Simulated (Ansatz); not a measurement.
# Ta3N5 (Cmcm): given cell or relaxed cell?

How far does the choice of cell move the gap? The case is Ta3N5 (Cmcm).

Calculated with Ansatz 0.2.0; r2SCAN, HSE06 and G0W0, plane waves, PAW.

## Step 1: Starting point

It takes space group Cmcm (No. 63, orthorhombic). The conventional cell has a = 3.886 Å, b = 10.212 Å, c = 10.262 Å, α = 90.00°, β = 90.00°, γ = 90.00°. Nearest to Ta lie 6 N at 2.04 to 2.14 Å. Nearest to Ta lie 6 N at 1.96 to 2.24 Å. N has 4 Ta at 2.06 to 2.22 Å nearest. Nearest to N lie 3 Ta at 1.96 to 2.04 Å. Nearest to N lie 4 Ta at 2.03 to 2.24 Å. Farther neighbours and most contacts between anions are not listed.

As a file:

```xyz
16
Lattice="1.9431 -5.1059 0.0000 1.9431 5.1059 0.0000 0.0000 0.0000 10.2624" Properties=species:S:1:pos:R:3 pbc="T T T"
Ta    1.9431   -3.0932    2.5656
Ta    1.9431    3.0932    7.6968
Ta    1.9431   -3.7319    5.7373
Ta    1.9431    3.7319    0.6061
Ta    1.9431    3.7319    4.5251
Ta    1.9431   -3.7319    9.6563
N     1.9431    2.6879    2.5656
N     1.9431   -2.6879    7.6968
N     1.9431   -4.6258    1.2263
N     1.9431    4.6258    6.3575
N     1.9431    4.6258    9.0361
N     1.9431   -4.6258    3.9049
N     1.9431   -1.9543    0.7572
N     1.9431    1.9543    5.8884
N     1.9431    1.9543    9.5052
N     1.9431   -1.9543    4.3740
```

The cell and positions come from the Crystallography Open Database and are kept as given unless a step says otherwise. Spin-orbit coupling is left out unless a step names it. The default PAW set here is soft_2. Its files were made with PBE.

## Step 2: r2SCAN bands at the given cell

The cheap functional maps the bands first; the places of the edges decide which points the dearer methods must see.

This step: DFT, r2SCAN, plane waves, PAW.

The input, input.yaml:

```yaml
crystal:
  lattice:
    - [1.9431, -5.1059, 0.0]
    - [1.9431, 5.1059, 0.0]
    - [0.0, 0.0, 10.2624]
  atoms:
    - { symbol: Ta, position: [0.8029, 0.1971, 0.25] }
    - { symbol: Ta, position: [0.1971, 0.8029, 0.75] }
    - { symbol: Ta, position: [0.86545, 0.13455, 0.55906] }
    - { symbol: Ta, position: [0.13455, 0.86545, 0.05906] }
    - { symbol: Ta, position: [0.13455, 0.86545, 0.44094] }
    - { symbol: Ta, position: [0.86545, 0.13455, 0.94094] }
    - { symbol: "N", position: [0.23678, 0.76322, 0.25] }
    - { symbol: "N", position: [0.76322, 0.23678, 0.75] }
    - { symbol: "N", position: [0.95299, 0.04701, 0.11949] }
    - { symbol: "N", position: [0.04701, 0.95299, 0.61949] }
    - { symbol: "N", position: [0.04701, 0.95299, 0.88051] }
    - { symbol: "N", position: [0.95299, 0.04701, 0.38051] }
    - { symbol: "N", position: [0.69138, 0.30862, 0.07378] }
    - { symbol: "N", position: [0.30862, 0.69138, 0.57378] }
    - { symbol: "N", position: [0.30862, 0.69138, 0.92622] }
    - { symbol: "N", position: [0.69138, 0.30862, 0.42622] }
kpoints:
  mp_grid: { grid: [6, 6, 2] }
  band_path:
    path:
      - [[0.0, 0.0, 0.0], [-0.5, 0.5, 0.0], [-0.28620643, 0.71379357, 0.0]]
      - [[0.28620643, 0.28620643, 0.0], [0.0, 0.0, 0.0], [0.0, 0.0, 0.5], [0.28620643, 0.28620643, 0.5]]
      - [[-0.28620643, 0.71379357, 0.5], [-0.5, 0.5, 0.5], [-0.5, 0.5, 0.0]]
      - [[0.0, 0.0, 0.0], [0.0, 0.5, 0.0], [0.0, 0.5, 0.5], [0.0, 0.0, 0.5], [-0.5, 0.5, 0.5]]
    npoints: 10
hamiltonian:
  xc: r2scan
scf:
  occupations: { method: fermi_dirac, width: 0.02 }
  n_extra_bands: 9
output:
  eigenvalues: true
  write_density: true
  write_potential: true
  elf: true
  volumetric_format: npy
```

Launch:

```bash
$ ansatz run input.yaml --threads 3 --pin off --max-ram 92160MiB --backend cuda --events-out ev --progress --plain --runs-dir out --devices 1 --max-vram 13GiB
```

Numbers of over 12 decimals in the logs are rounded to 6 here.

Log:

```text
scf.n_extra_bands = 9 over 64 filled bands (N_el = 128.0): the run solves 73 bands
GPUs: using 1 of 1 available (devices: 1).
Engine: ansatz 0.2.0, x86_64-unknown-linux-gnu
Pseudopotentials: kind: paw
Pseudopotential: Ta, paw, valence charge 13, recommended cutoff 500 eV (meta_gga), Ta.paw.azcp
Pseudopotential: N, paw, valence charge 5, recommended cutoff 500 eV (meta_gga), N.paw.azcp
Functional definition: r2SCAN
  parameter k0 = 0.174
  parameter k1 = 0.065
  parameter a1 = 4.9479
  exchange = r2scan_x(k0 = k0, k1 = k1, a1 = a1)
  correlation = r2scan_c
device memory: the entry about to start is reckoned to put 5.1 GiB on a device that reports 66.5 GiB free (of which the cap on the GPU budget leaves the run 13.0 GiB)
GPU FFT provider: cuFFT
GPU libraries: cuBLAS 13.8.2, cuFFT 12.4.0, cuSOLVER 12.3.4
Crystal: 16 atoms, lattice volume = 203.632 Å³
Basis set: ecut = 500 eV, 5109 PW (Γ), exchange–correlation on 160×160×300 points (64 copies of the dense FFT grid, shifted against one another)
Bands: 73, of which v1, the nominal top of the filled ones, is band 64 counted from 1 (63 counted from 0)
Symmetry: 8 space group operations
Space group: Cmcm (ITA 63), of the structure as read, at distance tolerance 5.9e-5 Å
k-points: 26 of 72
Non-local potential: Ta, projectors of the file, l = 0: 3, l = 1: 2, l = 2: 2, l = 3: 1
Non-local potential: N, projectors of the file, l = 0: 2, l = 1: 2, l = 2: 1
PAW form: soft (Blöchl's): semilocal exchange-correlation on the pseudo side does not see the compensation charge
PAW frozen core: Ta, regenerated for the run's functional (the file was generated under x = pbe(κ = 0.804, μ = 0.219515), c = pbe(β = 0.066725))
PAW frozen core: N, regenerated for the run's functional (the file was generated under x = pbe(κ = 0.804, μ = 0.219515), c = pbe(β = 0.066725))
PAW one-centre angular grid: Ta, 590 points (default); XC on 160 Gauss nodes
PAW one-centre angular grid: N, 302 points (default); XC on 160 Gauss nodes
Initial density: superposition of atomic densities (neutral atoms: chi_scale 0, normalization atom), corrected by the library's trained network
Initial wavefunctions: pseudopotential atomic-orbital guess
GPU buffer pool allocated for 120000 grid points (all kernels)
GPU transforms: local potential and band sums: pruned to the plane-wave sphere, on 40×40×75
Functional: x = r2scan, c = r2scan; τ floored in thin density (d = 2e-4 eV/Å³)
SCF iter   1: F=—  HF=-63534.163451 eV  |F-HF|=—  |Δ(HF+E_count)|=         —  Δρ=1.29e-2  dr2=3.67e-1  dr2_τ=1.47e0  ethr=1.77e-3  ⟨swp⟩=8.1  Hψ=7937  notcnv=0  defer=1
preconditioner: auto → Resta (q_TF=auto, 2.525 Å⁻¹)  ε∞=7.1  [insulator: Δε(μ)=1.717 eV  Ē_g=9.425 eV  σ=0.020 eV  W_gap=1.00  n_scr=56 (ndim 8)  ℏωp=23.3 eV  f_vac=0.062  D(μ)=0.00/eV (n_scr^D=0)  ε∞_Penn≈7.1]
SCF iter   2: F=—  HF=-63534.386457 eV  |F-HF|=—  |Δ(HF+E_count)|=   2.23e-1  Δρ=6.82e-3  dr2=5.05e-2  dr2_τ=1.30e-2  ethr=2.87e-4  ⟨swp⟩=2.6  Hψ=3455  notcnv=0  defer=80
SCF iter   3: F=—  HF=-63534.390441 eV  |F-HF|=—  |Δ(HF+E_count)|=   3.98e-3  Δρ=2.50e-3  dr2=7.96e-3  dr2_τ=9.55e-4  ethr=3.95e-5  ⟨swp⟩=2.5  Hψ=2972  notcnv=0  defer=80
SCF iter   4: F=—  HF=-63534.391574 eV  |F-HF|=—  |Δ(HF+E_count)|=   1.13e-3  Δρ=5.36e-4  dr2=5.59e-4  dr2_τ=1.29e-4  ethr=6.22e-6  ⟨swp⟩=2.1  Hψ=2618  notcnv=0  defer=80
SCF iter   5: F=—  HF=-63534.391721 eV  |F-HF|=—  |Δ(HF+E_count)|=   1.47e-4  Δρ=1.92e-4  dr2=1.12e-4  dr2_τ=7.36e-6  ethr=4.37e-7  ⟨swp⟩=2.0  Hψ=2858  notcnv=0  defer=80
SCF iter   6: F=—  HF=-63534.391201 eV  |F-HF|=—  |Δ(HF+E_count)|=   5.21e-4  Δρ=5.85e-5  dr2=1.17e-5  dr2_τ=8.28e-7  ethr=8.76e-8  ⟨swp⟩=2.0  Hψ=2562  notcnv=0  defer=80
SCF iter   7: F=—  HF=-63534.391494 eV  |F-HF|=—  |Δ(HF+E_count)|=   2.93e-4  Δρ=1.60e-5  dr2=8.28e-7  dr2_τ=7.00e-8  ethr=9.14e-9  ⟨swp⟩=2.0  Hψ=2686  notcnv=0  defer=80
SCF iter   8: F=-63534.391494 eV  HF=-63534.391494 eV  |F-HF|=4.35e-9  |Δ(HF+E_count)|=   3.96e-7  Δρ=4.72e-6  dr2=8.32e-8  dr2_τ=1.42e-8  ethr=7.81e-11  ⟨swp⟩=10.2  Hψ=6397  notcnv=0
SCF 1 converged in 8 iterations: F = -63534.391494 eV  dr2 = 8.32e-8
[...]
device memory: the entry about to start is reckoned to put 3.5 GiB on a device that reports 64.4 GiB free (of which the cap on the GPU budget leaves the run 13.0 GiB)
NSCF: frozen V_eff on 114 k-points
SCF converged after 8 iterations
Free energy (F): -63534.391494 eV
Harris-Foulkes:  -63534.391494 eV  (|F-HF|=4.35e-9)
Internal energy: -63534.391494 eV  (E = F + TS)
E sigma→0 (E₀):  -63534.391494 eV
Fermi energy:    12.521594 eV
--- Per-component energies (eV) ---
  E_band       = -1108.268386
  E_kinetic    = 3507.168289
  E_local      = -7469.012327  (includes V_loc(G=0)·N_el)
  E_nonlocal   = 538.505575
  E_hartree    = 2647.969184
  E_xc         = -1824.647362
  E_vxc        = -2177.121426  (∫ρ·V_xc dr)
  E_paw        = -51826.103622  (= ΣΔE_a)
  E_vpaw       = -918.339872  (= ΣTr[D̂ρ^β])
  E_aug_tail   = 0.000634  (compensation charges beyond the density's cutoff)
  E_vtau       = 114.580805  (kinetic-family band-sum trace: ∫τ·v_τ [+ j·A + Jᵃ·Aᵃ] dr)
  E_ewald      = -9103.438537
  E_core_change = -4.833327  (= ΣΔE_core)
  E_smearing   = -0.000000  (= −TS)
  E_closure    = -0.000000  (closes the sum)
  Σ components = -63534.391494   (vs F -63534.391494, Δ=0.00e0)
--- Band table (eV; the first three rows and the last of 26) ---
  k-point 0: bands = [... 60 lower, 10.8794, 11.1769, 11.4183, 11.7103, 13.5383, 13.8314, 14.2204, 14.5597, ... 5 higher]
  k-point 1: bands = [... 60 lower, 10.9684, 10.9684, 11.1615, 11.1615, 13.7070, 13.7070, 14.6004, 14.6004, ... 5 higher]
  k-point 2: bands = [... 60 lower, 10.7904, 11.0233, 11.1313, 11.6085, 14.1061, 14.2551, 14.4122, 14.8203, ... 5 higher]
  k-point 25: bands = [... 60 lower, 10.5031, 10.5031, 11.1009, 11.1009, 13.6562, 13.6562, 14.7746, 14.7746, ... 5 higher]
```

It took 13 s on 1 × NVIDIA H100 80GB HBM3 (shared by 6 runs) with 3 threads of AMD EPYC 7R13 (Zen 3), shared host; peak memory 1.4 GiB; 16 s of CPU time.

Numbers from this step:

- filled bands: 64
- gap: 1.545 eV
- valence top at: k = (0.143, 0.143, 0.000)
- conduction bottom at: Y
- least direct gap: 1.805 eV

The gap is indirect, with the least direct gap 0.26 eV higher.

## Step 3: The relaxed cell

Cell and ions were relaxed with r2SCAN; that run is not shown. It left this cell:

The structure is orthorhombic, space group Cmcm (No. 63). The conventional cell has a = 3.872 Å, b = 10.260 Å, c = 10.297 Å, α = 90.00°, β = 90.00°, γ = 90.00°. Nearest to Ta lie 6 N at 2.05 to 2.14 Å. Nearest to Ta lie 6 N at 1.95 to 2.26 Å. Nearest to N lie 4 Ta at 2.05 to 2.23 Å. Nearest to N lie 3 Ta at 1.95 to 2.05 Å. Nearest to N lie 4 Ta at 2.03 to 2.26 Å. Farther neighbours and most contacts between anions are not listed.

## Step 4: r2SCAN at the relaxed cell

The cell differs from the one that the last finished run ended in (a 5.463 → 5.483 Å, b 5.463 → 5.483 Å, c 10.262 → 10.297 Å, γ 138.3 → 138.6°).

input.yaml, the sections that differ from step 2:

```yaml
crystal:
  lattice:
    - [1.9362244881, -5.1300981426, 0.0]
    - [1.9362244881, 5.1300981426, 0.0]
    - [0.0, 0.0, 10.2970918806]
  atoms:
    - { symbol: Ta, position: [0.8032537056, 0.1967462944, 0.25] }
    - { symbol: Ta, position: [0.1967462944, 0.8032537056, 0.75] }
    - { symbol: Ta, position: [0.8666597901, 0.1333402099, 0.5599937906] }
    - { symbol: Ta, position: [0.1333402099, 0.8666597901, 0.0599937906] }
    - { symbol: Ta, position: [0.1333402099, 0.8666597901, 0.4400062094] }
    - { symbol: Ta, position: [0.8666597901, 0.1333402099, 0.9400062094] }
    - { symbol: "N", position: [0.236956689, 0.763043311, 0.25] }
    - { symbol: "N", position: [0.763043311, 0.236956689, 0.75] }
    - { symbol: "N", position: [0.9530137431, 0.0469862569, 0.1187430936] }
    - { symbol: "N", position: [0.0469862569, 0.9530137431, 0.6187430936] }
    - { symbol: "N", position: [0.0469862569, 0.9530137431, 0.8812569064] }
    - { symbol: "N", position: [0.9530137431, 0.0469862569, 0.3812569064] }
    - { symbol: "N", position: [0.6920891885, 0.3079108115, 0.0740742137] }
    - { symbol: "N", position: [0.3079108115, 0.6920891885, 0.5740742137] }
    - { symbol: "N", position: [0.3079108115, 0.6920891885, 0.9259257863] }
    - { symbol: "N", position: [0.6920891885, 0.3079108115, 0.4259257863] }
output:
  eigenvalues: true
# kpoints, hamiltonian, scf: as in step 2
```

Log:

```text
[...]
GPUs: using 1 of 1 available (devices: 1).
[...]
GPU FFT provider: cuFFT
GPU libraries: cuBLAS 13.8.2, cuFFT 12.4.0, cuSOLVER 12.3.4
Crystal: 16 atoms, lattice volume = 204.562 Å³
Basis set: ecut = 500 eV, 5125 PW (Γ), exchange–correlation on 160×160×320 points (64 copies of the dense FFT grid, shifted against one another)
[...]
--- Band table (eV; the first three rows and the last of 26) ---
  k-point 0: bands = [... 60 lower, 10.8232, 11.1129, 11.3655, 11.6157, 13.5006, 13.7197, 14.1470, 14.4536, ... 5 higher]
  k-point 1: bands = [... 60 lower, 10.9119, 10.9119, 11.1210, 11.1210, 13.6263, 13.6263, 14.5016, 14.5016, ... 5 higher]
  k-point 2: bands = [... 60 lower, 10.7372, 10.9821, 11.0749, 11.5015, 14.0301, 14.1743, 14.3676, 14.7394, ... 5 higher]
  k-point 25: bands = [... 60 lower, 10.4216, 10.4216, 11.0674, 11.0674, 13.6106, 13.6106, 14.6679, 14.6679, ... 5 higher]
[key lines of the parts left out:]
SCF converged after 8 iterations
Free energy (F): -63534.408690 eV
Fermi energy:    12.471927 eV
```

The job ended after 14 s (1 × NVIDIA H100 80GB HBM3 (shared by 6 runs) with 3 threads; peak memory 1.3 GiB).

This step gave:

```
gap                  : 1.594 eV
valence top at       : k = (0.143, 0.143, 0.000)
conduction bottom at : Y
least direct gap     : 1.836 eV
```

The gap is indirect, with the least direct gap 0.24 eV higher.

## Step 5: HSE06 at the relaxed cell

The screened hybrid is the usual rung above semilocal functionals: a quarter of exact exchange, cut off beyond a few ångström.

This step: DFT, HSE06, plane waves, PAW.

input.yaml: that of step 4 with these lines changed.

```diff
@@ -23,14 +23,20 @@
 kpoints:
-  mp_grid: { grid: [6, 6, 2] }
+  mp_grid: { grid: [4, 4, 2] }
   band_path:
     path:
-      - [[0.0, 0.0, 0.0], [-0.5, 0.5, 0.0], [-0.28620643, 0.71379357, 0.0]]
-      - [[0.28620643, 0.28620643, 0.0], [0.0, 0.0, 0.0], [0.0, 0.0, 0.5], [0.28620643, 0.28620643, 0.5]]
-      - [[-0.28620643, 0.71379357, 0.5], [-0.5, 0.5, 0.5], [-0.5, 0.5, 0.0]]
-      - [[0.0, 0.0, 0.0], [0.0, 0.5, 0.0], [0.0, 0.5, 0.5], [0.0, 0.0, 0.5], [-0.5, 0.5, 0.5]]
-    npoints: 10
+      - [0.0, 0.0, 0.0]
+      - [-0.5, 0.5, 0.0]
+      - [-0.28620643, 0.71379357, 0.0]
+      - [0.28620643, 0.28620643, 0.0]
+      - [0.0, 0.0, 0.5]
+      - [0.28620643, 0.28620643, 0.5]
+      - [-0.28620643, 0.71379357, 0.5]
+      - [-0.5, 0.5, 0.5]
+      - [0.143103215, 0.143103215, 0.0]
+      - [-0.25, 0.25, 0.0]
+    npoints: 1
 hamiltonian:
-  xc: r2scan
+  xc: hse06
 scf:
-  occupations: { method: fermi_dirac, width: 0.02 }
+  occupations: { method: fixed }
   n_extra_bands: 9
@@ -38 +44,5 @@
   eigenvalues: true
+  write_density: true
+  write_potential: true
+  elf: true
+  volumetric_format: npy
```

Log:

```text
[...]
GPUs: using 1 of 1 available (devices: 1).
[...]
davidson cushion auto → on  (no smearing: the cushion is to keep the highest requested band from converging to the state above it; pin scf.eigensolver.cushion to override)
[...]
GPU FFT provider: cuFFT
GPU libraries: cuBLAS 13.8.2, cuFFT 12.4.0, cuSOLVER 12.3.4
Crystal: 16 atoms, lattice volume = 204.562 Å³
Basis set: ecut = 420 eV, 4005 PW (Γ)
[...]
Fermi energy:    11.255114 eV
[...]
--- Band table (eV; the first three rows and the last of 14) ---
  k-point 0: bands = [... 60 lower, 10.3882, 10.6932, 10.9165, 11.2551, 13.7926, 14.0121, 14.4739, 14.8492, ... 5 higher]
  k-point 1: bands = [... 60 lower, 10.4821, 10.4821, 10.6695, 10.6695, 13.9155, 13.9155, 14.8542, 14.8542, ... 5 higher]
  k-point 2: bands = [... 60 lower, 10.2544, 10.4976, 10.6294, 11.1381, 14.2805, 14.9210, 15.0961, 15.3162, ... 5 higher]
  k-point 13: bands = [... 60 lower, 9.9295, 9.9295, 10.6453, 10.6453, 13.9005, 13.9005, 15.0223, 15.0223, ... 5 higher]
[key lines of the parts left out:]
Free energy (F): -63453.125504 eV
```

Elapsed: 54 s, on 1 × NVIDIA H100 80GB HBM3 (shared by 6 runs) with 3 threads; peak memory 1.7 GiB; 2 min of CPU time.

Numbers from this step:

| Property | Result |
| --- | --- |
| gap | 2.261 eV |
| valence top at | k = (0.143, 0.143, 0.000) |
| conduction bottom at | Y |
| least direct gap | 2.483 eV |

The gap stands +0.67 eV against r2SCAN.

(Continued in part 2 of 2.)

[Paths, hosts, dates, memory and timing lines, banners, echoed tables and standing remarks are left out of the program output.]

[Logs are printed without paths, hosts, clocks, repeated set-up lines and the standing remarks that a program may print on its own settings, such as how far it seeks lower states.]

[Runs of the session that timed out or met a known fault of the program may be left out.]

[Cells called generated may have been cut or substituted from an entry of the Crystallography Open Database or the Materials Project.]

[Hosts, paths, dates, database ids (printed as entryN), source tags and the programs' standing remarks are cut or masked in the printed files.]
